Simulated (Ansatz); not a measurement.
# linear Os chain: one chain at several levels of theory, part 3 of 4

Aim: how far do the period, the moment and the conductance of the linear Os chain depend on the functional, the datasets and spin-orbit coupling, and at what cost?

Ansatz 0.2.0; DFT PBE, plane waves, PAW; relaxation of a chain's period (the session's first sound run).

So far, conductance of the lead as this run defines it (G₀): step 3 (the perfect wire, level PBE, cutoff 420 eV) 6.00; step 5 (the perfect wire, level r2SCAN, cutoff 500 eV) 5.00; step 7 (the perfect wire, level RPBE, cutoff 420 eV) 5.01.

### 8. Relaxation of atoms and period

This step: DFT PBEsol, plane waves, PAW; relaxation of a chain's period (Ansatz 0.2.0).

The relaxation is repeated under another functional. PBEsol weakens PBE's gradient terms and usually lands between LDA and PBE.

input.yaml

```yaml
crystal:
  lattice:
    - [7.5, 0.0, 0.0]
    - [0.0, 7.5, 0.0]
    - [0.0, 0.0, 2.6784]
  atoms:
    - { symbol: Os, position: [0.5, 0.5, 0.0], spin: 1.5 }
magnetization:
  spin_polarized: true
kpoints:
  mp_grid: { grid: [1, 1, 30] }
scf:
  occupations: { method: fermi_dirac, width: 0.05 }
hamiltonian:
  xc: pbesol
relax:
  cell: { fix: [a, b, alpha, beta, gamma] }
  max_steps: 60
```

The run is started by

```console
$ ansatz run input.yaml --threads 4 --pin off --max-ram 8192MiB --backend cpu --events-out ev --progress --plain --runs-dir out
```

Numbers of over 12 decimals in the logs are rounded to 6 here.

Log:

```text
[...]
Crystal: 1 atoms, lattice volume = 150.660 Å³
Basis set: ecut = 420 eV, 3009 PW (Γ), exchange–correlation on 108×108×36 points (8 copies of the dense FFT grid, shifted against one another)
Bands: 13, of which v1, the nominal top of the filled ones, is band 8 counted from 1 (7 counted from 0)
Symmetry: 16 space group operations
[...]
-0.132695       0.000000       0.000000
        0.000000      -0.132695       0.000000
        0.000000       0.000000      -0.018147
  P = ⅓ Tr σ = -0.0945 GPa (-0.945 kbar)
--- Relaxed structure (7 steps of the walk, 6 accepted, 1 SCFs on fresh bases) ---
[...]
cell:  # Å, volume = 125.0194 Å³
    - [7.5, 0.0, 0.0]
    - [0.0, 7.5, 0.0]
    - [0.0, 0.0, 2.222566]
  atoms:
    - { symbol: Os, position: [0.5, 0.5, 0.0] }
[key lines of the parts left out:]
SCF converged after 8 iterations
Magnetization: -0.0000 μB (8.0000 up, 8.0000 down)
Free energy (F): -11245.568901 eV
Fermi energy:    -1.962153 eV
```

The job ended after 11 s (4 threads of Arm Neoverse V2, shared host; peak memory 0.41 GiB).

Step by step:

```tsv
step	energy less that of the first step (eV)	largest force component (eV/Å)	pressure (GPa)	volume (Å³)
1	0.0000	0.0000	-3.08	150.66
2	-0.4137	0.0000	-2.86	143.32
3	-0.7836	0.0000	-2.59	135.97
4	-1.0465	0.0000	-1.69	128.63
5	-1.0284	0.0000	2.14	121.28
6	-1.1039	0.0000	-0.06	124.95
7	-1.1039	0.0000	-0.09	125.02
8*	-1.1030	0.0000	-0.09	125.02
```

Relaxation steps marked * repeat the geometry before them on a plane-wave basis chosen anew for their cell, so energy and pressure can jump there. Relaxation step 5 was tried and not accepted.

```tsv
cell as run	before	after	change
c (Å)	2.678	2.223	-17.0 %
```

The relaxed structure:

```
Os
1.0
     7.50000    0.00000    0.00000
     0.00000    7.50000    0.00000
     0.00000    0.00000    2.22257
Os
1
Direct
  0.50000 0.50000 0.00000
```

The cell's length comes to 2.223 Å, -0.9 % against the first run, with no moment. That is -17 % against the start, more than a small adjustment.

The cell shrank by 17.0 % in its periodic edges.

### 9. The wire at its relaxed period, level PBEsol, cutoff 420 eV

This step: DFT PBEsol, plane waves, PAW; channels and complex bands of a perfect chain (Ansatz 0.2.0).

The channels are counted again under PBEsol, at the period that it gave.

input.yaml

```yaml
crystal:
  lattice:
    - [7.5, 0.0, 0.0]
    - [0.0, 7.5, 0.0]
    - [0.0, 0.0, 2.2225662757]
  atoms:
    - { symbol: Os, position: [0.5, 0.5, 0.0] }
kpoints:
  mp_grid: { grid: [1, 1, 36] }
  band_path: { path: ["Γ", Z], npoints: 60 }
scf:
  occupations: { method: fermi_dirac, width: 0.05 }
hamiltonian:
  xc: pbesol
output:
  transmission:
    e_range: [-2, 2]
    de: 0.035
    kmesh: [1, 1]
    reduced_basis: true
    leads: [[0, 0]]
  dos: { projected: true, e_range: [-6, 4] }
```

Log:

```text
[...]
Crystal: 1 atoms, lattice volume = 125.019 Å³
Basis set: ecut = 420 eV, 2463 PW (Γ)
Bands: 12, of which v1, the nominal top of the filled ones, is band 8 counted from 1 (7 counted from 0)
Symmetry: 16 space group operations
[...]
k-points: 19 of 36
[...]
k-point 18: bands = [... 4 lower, -6.4983, -6.4983, -1.4838, -1.4828, -0.4181, 3.9432, 8.4004, 8.4004]
--- Transmission ---
  basis      : 497 plane waves across, 3 finite elements along
  points     : 1, standing for a mesh of 1 x 1
[...]
crystal 0  : Os1, at the sites [0, 0], period 2.2226 Å: whole cells are its period
[...]
filled         : 27.2 meV under the level at which it is neutral
    channels       : 6.000000e0 a spin
[...]
[key lines of the parts left out:]
SCF converged after 7 iterations
Free energy (F): -11245.559791 eV
Fermi energy:    -1.962361 eV
```

The job ended after 7.2 s (4 threads; peak memory 0.44 GiB).

The open channels of the lead, one spin by energy, zero at the Fermi level:

```tsv
energy (eV)	open channels of the lead, one spin
-2.000	4
-1.895	4
-1.790	4
-1.685	4
-1.615	4
-1.510	6
-1.405	6
-1.300	6
-1.195	6
-1.090	6
-0.985	6
-0.915	6
-0.810	6
-0.705	6
-0.600	6
-0.495	6
-0.390	6
-0.285	6
-0.215	6
-0.110	6
-0.005	6
0.100	6
0.205	6
0.310	6
0.415	6
0.485	4
0.590	4
0.695	4
0.800	4
0.905	4
1.010	4
1.115	4
1.185	4
1.290	4
1.395	4
1.500	4
1.605	3
1.710	3
1.815	3
1.885	3
```

At the computed energy nearest the Fermi level there are 6 channels a spin, and the thermal average gives 6.00 G₀.

### 10. Side by side

Times are for 4 threads of Arm Neoverse V2, shared host. Results by setting:

```tsv
no.	level	conductance of the lead as this run defines it (G₀)	absolute moment (μB)	time	memory (GiB)
1	PBE	6.000	0	7 s	0.44
2	r2SCAN	5.000	1.560	20 s	0.76
3	RPBE	5.008	1.375	32 s	0.53
4	PBEsol	6.000	0	7.2 s	0.44
```

### 11. Relaxing the period, cutoff 600 eV

This step: DFT PBE, plane waves, PAW (JTH); relaxation of a chain's period (Ansatz 0.2.0).

The same functional on other atomic datasets tests how far the result hangs on the treatment of the cores. Against the first PBE run of this kind, the cutoff is 600 eV against 420.

input.yaml

```yaml
crystal:
  lattice:
    - [7.5, 0.0, 0.0]
    - [0.0, 7.5, 0.0]
    - [0.0, 0.0, 2.6784]
  atoms:
    - { symbol: Os, position: [0.5, 0.5, 0.0], spin: 1.5 }
magnetization:
  spin_polarized: true
kpoints:
  mp_grid: { grid: [1, 1, 30] }
scf:
  occupations: { method: fermi_dirac, width: 0.05 }
hamiltonian:
  xc: pbe
  pseudopotentials: { kind: paw, source: jth }
relax:
  cell: { fix: [a, b, alpha, beta, gamma] }
  max_steps: 60
```

Log:

```text
[...]
-0.142368       0.000000       0.000000
        0.000000      -0.142368       0.000000
        0.000000       0.000000      -0.003916
  P = ⅓ Tr σ = -0.0962 GPa (-0.962 kbar)
--- Relaxed structure (8 steps of the walk, 8 accepted, 1 SCFs on fresh bases) ---
[...]
cell:  # Å, volume = 125.7750 Å³
    - [7.5, 0.0, 0.0]
    - [0.0, 7.5, 0.0]
    - [0.0, 0.0, 2.235999]
  atoms:
    - { symbol: Os, position: [0.5, 0.5, 0.0] }
[key lines of the parts left out:]
SCF converged after 6 iterations
Magnetization: -0.0000 μB (4.0000 up, 4.0000 down)
Free energy (F): -9487.810945 eV
Fermi energy:    -2.668471 eV
```

Elapsed: 11 s, on 4 threads; peak memory 0.48 GiB; 38 s of CPU time.

The cell's length comes to 2.236 Å, -0.3 % against the first run, with no moment. That is -17 % against the start, more than a small adjustment.

### 12. Relaxing the period

This step: DFT PBE, plane waves, PAW; relaxation of a chain's period (Ansatz 0.2.0).

No moment formed, so a run without spin should agree; this checks it and saves time.

input.yaml, the sections that differ from step 11:

```yaml
crystal:
  lattice:
    - [7.5, 0.0, 0.0]
    - [0.0, 7.5, 0.0]
    - [0.0, 0.0, 2.6784]
  atoms:
    - { symbol: Os, position: [0.5, 0.5, 0.0] }
hamiltonian:
  xc: pbe
# kpoints, scf, relax: as in step 11
# magnetization: removed
```

Log:

```text
[...]
Crystal: 1 atoms, lattice volume = 150.660 Å³
Basis set: ecut = 420 eV, 3009 PW (Γ), exchange–correlation on 108×108×36 points (8 copies of the dense FFT grid, shifted against one another)
Bands: 12, of which v1, the nominal top of the filled ones, is band 8 counted from 1 (7 counted from 0)
Symmetry: 16 space group operations
[...]
k-points: 16 of 30
[...]
--- Stress (GPa, compression-positive) ---
       -0.143900       0.000000       0.000000
        0.000000      -0.143900       0.000000
        0.000000       0.000000      -0.004238
  P = ⅓ Tr σ = -0.0973 GPa (-0.973 kbar)
--- Relaxed structure (7 steps of the walk, 7 accepted, 1 SCFs on fresh bases) ---
[...]
cell:  # Å, volume = 126.1808 Å³
    - [7.5, 0.0, 0.0]
    - [0.0, 7.5, 0.0]
    - [0.0, 0.0, 2.243214]
  atoms:
    - { symbol: Os, position: [0.5, 0.5, 0.0] }
[key lines of the parts left out:]
SCF converged after 6 iterations
Free energy (F): -11379.599823 eV
Fermi energy:    -1.917171 eV
```

Elapsed: 3.1 s, on 4 threads; peak memory 0.37 GiB.

The cell's length comes to 2.243 Å, +0.0 % against the first run, with spin left out. That is -16 % against the start, more than a small adjustment.

### 13. Side by side

Times are for 4 threads of Arm Neoverse V2, shared host. The runs compared:

```tsv
no.	level	cell length along the wire (Å)	absolute moment (μB)	time	memory (GiB)
1	PBE	2.243	0	10 s	0.41
2	r2SCAN	2.259	1.509	34 s	0.74
3	RPBE	2.284	1.367	6.2 s	0.41
4	PBEsol	2.223	0	11 s	0.41
5	PBE, JTH files	2.236	0	11 s	0.48
6	PBE, no spin	2.243	0	3.1 s	0.37
```

### 14. With spin-orbit coupling

This step: DFT PBE, plane waves, fully relativistic PAW; channels of a perfect chain with spin-orbit coupling (Ansatz 0.2.0).

Spin-orbit coupling mixes the spins and splits bands that cross or touch without it, so it can open or close channels. Fully relativistic datasets take the place of the scalar ones. The window is narrow, since spinor matrices are twice as large.

input.yaml

```yaml
crystal:
  lattice:
    - [7.5, 0.0, 0.0]
    - [0.0, 7.5, 0.0]
    - [0.0, 0.0, 2.243177479]
  atoms:
    - { symbol: Os, position: [0.5, 0.5, 0.0] }
kpoints:
  mp_grid: { grid: [1, 1, 36] }
  band_path: { path: ["Γ", Z], npoints: 60 }
scf:
  occupations: { method: fermi_dirac, width: 0.05 }
hamiltonian:
  xc: pbe
  pseudopotentials: { kind: paw_fr }
output:
  transmission:
    e_range: [-0.42, 0.42]
    de: 0.035
    kmesh: [1, 1]
    reduced_basis: false
    leads: [[0, 0]]
magnetization:
  noncollinear: true
  spin_orbit: true
```

Log:

```text
[...]
non-collinear run that drives no moment, with spin-orbit: no starting moment large enough to seed its density (crystal.atoms[].spin), no starting occupations that ask for one, no magnetisation constraint and no magnetic field, so the semilocal B_xc is pinned to zero
Crystal: 1 atoms, lattice volume = 126.179 Å³
Basis set: ecut = 420 eV, 2463 PW (Γ)
Bands: 24, of which v1, the nominal top of the filled ones, is band 16 counted from 1 (15 counted from 0)
Symmetry: 16 space group operations + 16 with time reversal
[...]
k-points: 19 of 36
Projection manifold: j_resolved (fully-relativistic pseudo-atomic orbitals)
[...]
SCF iter   1: F=—  HF=-11409.104388 eV  |F-HF|=—  |Δ(HF+E_count)|=         —  Δρ=1.59e-2  dr2=5.48e-1  dr2_m=0.00e0 (ungated)  ethr=3.10e-3  |M|=0.00e0 ∫|m|=0.00e0 μB  |m|>n=0.0e0 m-floor=0.0e0 τ_xc=0.0e0  β_m=1.00  ⟨swp⟩=7.3  Hψ=1286  notcnv=0  defer=2
[...]
spin=Noncollinear: LDOS preconditioning applied to the charge; magnetization (m_x, m_y, m_z) channels mix plain (no charge-response kernel on spin).
SCF iter   2: F=—  HF=-11408.927887 eV  |F-HF|=—  |Δ(HF+E_count)|=   1.77e-1  Δρ=9.21e-3  dr2=7.20e-2  dr2_m=0.00e0 (ungated)  ethr=3.10e-3  |M|=0.00e0 ∫|m|=0.00e0 μB  |m|>n=0.0e0 m-floor=0.0e0 τ_xc=0.0e0  β_m=0.90  ⟨swp⟩=2.8  Hψ=459  notcnv=0  defer=32
[...]
SCF iter   7: F=-11408.920555 eV  HF=-11408.920555 eV  |F-HF|=3.66e-10  |Δ(HF+E_count)|=   9.35e-8  Δρ=2.78e-6  dr2=1.00e-8  dr2_m=0.00e0 (ungated)  ethr=6.25e-10  |M|=0.00e0 ∫|m|=0.00e0 μB  |m|>n=0.0e0 m-floor=0.0e0 τ_xc=0.0e0  ⟨swp⟩=8.7  Hψ=971  notcnv=0
SCF 1 converged in 7 iterations: F = -11408.920555 eV  dr2 = 1.00e-8
[...]
transmission: 4 of 4 steps passed
SCF converged after 7 iterations
Magnetization: |M| = 0.0000 μB,  M = (+0.0000, +0.0000, +0.0000) μB
Absolute magnetization: 0.0000 μB (∫|m|)
  site 0: m = (+0.0000, +0.0000, +0.0000) μB, |m| = 0.0000 μB  (R = 0.93 Å)
Free energy (F): -11408.920555 eV
[...]
Internal energy: -11408.900817 eV  (E = F + TS)
E sigma→0 (E₀):  -11408.910686 eV
Entropy (-TS):   -0.019738 eV (-19.738 meV/atom)
Fermi energy:    -1.871129 eV
[...]
--- Band table (eV; the first three rows and the last of 19) ---
  k-point 0: bands = [... 12 lower, -3.7289, -3.7289, -2.9717, -2.9717, 0.3843, 0.3843, 1.0386, 1.0386, ... 4 higher]
  k-point 1: bands = [... 12 lower, -3.7177, -3.7177, -2.9588, -2.9588, 0.2309, 0.2309, 0.8993, 0.8993, ... 4 higher]
  k-point 2: bands = [... 12 lower, -3.6842, -3.6842, -2.9203, -2.9203, -0.1301, -0.1301, 0.5568, 0.5568, ... 4 higher]
  k-point 18: bands = [... 12 lower, -1.7908, -1.7908, -0.8997, -0.8997, -0.3550, -0.3550, 3.6437, 3.6437, ... 4 higher]
--- Transmission ---
  basis      : 497 plane waves across, 4 finite elements along
  points     : 1, standing for a mesh of 1 x 1
[...]
crystal 0  : Os1, at the sites [0, 0], period 2.2432 Å: whole cells are its period
[...]
filled         : 6.3 meV under the level at which it is neutral
    channels       : 1.200000e1 of both spins
[...]
```

Wall time 3.5 min (4 threads); peak memory 5.1 GiB.

This step gave:

| Property | Result |
| --- | --- |
| energy at zero smearing | -11408.9107 eV |
| conductance of the lead as this run defines it | 5.957 G₀ |
| channels at the energy nearest the Fermi level, both spins | 12 |

Table of open channels of the lead, both spins by energy, zero at the Fermi level:

energy (eV), open channels of the lead, both spins and a bar from the least value:
```
   -0.420       12.0 ##############################
   -0.385       12.0 ##############################
   -0.350       12.0 ##############################
   -0.315       12.0 ##############################
   -0.245       12.0 ##############################
   -0.210       12.0 ##############################
   -0.175       12.0 ##############################
   -0.140       12.0 ##############################
   -0.105       12.0 ##############################
   -0.070       12.0 ##############################
   -0.035       12.0 ##############################
    0.000       12.0 ##############################
    0.035       12.0 ##############################
    0.070       12.0 ##############################
    0.105       10.0 
    0.140       10.0 
    0.175       10.0 
    0.210       10.0 
    0.245       10.0 
    0.315       10.0 
    0.350       10.0 
    0.385       10.0 
    0.420       10.0
```

The slowest values at each energy, most degenerate partners merged, listed up to 1.5 1/Å. The Im kz of the slowest decaying states by energy, zero at the Fermi level:

```tsv
energy (eV)	decay 1 (Å⁻¹)	decay 2 (Å⁻¹)	decay 3 (Å⁻¹)	decay 4 (Å⁻¹)
-0.420	1.10	1.13	1.18	1.35
-0.350	1.10	1.12	1.18	1.34
-0.315	1.09	1.12	1.17	1.34
-0.245	1.08	1.11	1.16	1.33
-0.175	1.07	1.10	1.16	1.32
-0.105	1.07	1.09	1.15	1.31
-0.070	1.06	1.09	1.14	1.31
0.000	1.05	1.08	1.13	1.30
0.070	1.04	1.07	1.13	1.30
0.105	0.0936	1.04	1.07	1.12
0.175	0.181	1.03	1.06	1.11
0.245	0.237	1.02	1.05	1.11
0.315	0.281	1.01	1.04	1.10
0.350	0.299	1.01	1.04	1.09
0.420	0.333	0.999	1.03	1.08
```

Electronic bands along the path, in eV, zero at the Fermi level:

```tsv
point	band 13	band 14	band 15	band 16	band 17	band 18	band 19	band 20
Γ	-1.86	-1.86	-1.10	-1.10	2.26	2.26	2.91	2.91
halfway	-1.38	-1.38	-0.80	-0.80	-0.79	-0.79	-0.17	-0.17
Z	0.08	0.08	0.97	0.97	1.52	1.52	5.51	5.51
```

At the computed energy nearest the Fermi level there are 12 spinor channels, and the thermal average gives 5.96 G₀.

[end of part 3 of 4]

[Logs are printed without paths, hosts, clocks, repeated set-up lines and the standing remarks that a program may print on its own settings, such as how far it seeks lower states.]

[Hosts, paths, dates, database ids (printed as entryN), source tags and the programs' standing remarks are cut or masked in the printed files.]
